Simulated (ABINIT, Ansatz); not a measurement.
An input for ABINIT 10.8.3 (MgO2 (R-3m)):

```
acell 3*1.0 Angstrom
rprim 
  1.604761016024 0.926509204586 3.493978874900
  -1.604761016024 0.926509204586 3.493978874900
  0.000000000000 -1.853018409173 3.493978874900
ntypat 2
znucl 12 8
natom 3
typat 1 2 2
xred 
  0.000000000000 0.000000000000 0.000000000000
  0.428786000000 0.428786000000 0.428786000000
  0.571214000000 0.571214000000 0.571214000000
pp_dirpath "pseudos"
pseudos "Mg.upf, O.upf"
ecut 38
ngkpt 4 4 4
nshiftk 1
shiftk 0 0 0
kptopt 1
chksymbreak 0
irdden 1
istwfk *1
nband 112
prtvol 0
optdriver 6
gwr_task "HDIAGO"
paral_kgb 0
occopt 1
indata_prefix "in"
outdata_prefix "out"
tmpdata_prefix "tmp"
```

```sh
OMP_NUM_THREADS=1 mpirun -n 4 abinit run.abi > log
```

**Question.** How long will it take on 4 MPI ranks of Arm Neoverse V1, shared host, and how much memory?

It took 52 s; on shared hardware allow 26 s to 1.7 min. Peak host memory was 1.4 GiB.

[Paths, hosts, dates, memory and timing lines, banners, echoed tables and standing remarks are left out of the program output.]

[Logs are printed without paths, hosts, clocks, repeated set-up lines and the standing remarks that a program may print on its own settings, such as how far it seeks lower states.]

[Runs of the session that timed out or met a known fault of the program may be left out.]

[Hosts, paths, dates, database ids (printed as entryN), source tags and the programs' standing remarks are cut or masked in the printed files.]

[G0W0 gaps are taken among the corrected bands and points alone; a level outside them can change the order at an edge.]

[Where Ansatz stands beside ABINIT at settings called matched, ABINIT's density can come from a denser mesh and the files from another edition; pairs whose starting gaps differed by over 0.03 eV were left out, so agreement reads better than it is.]
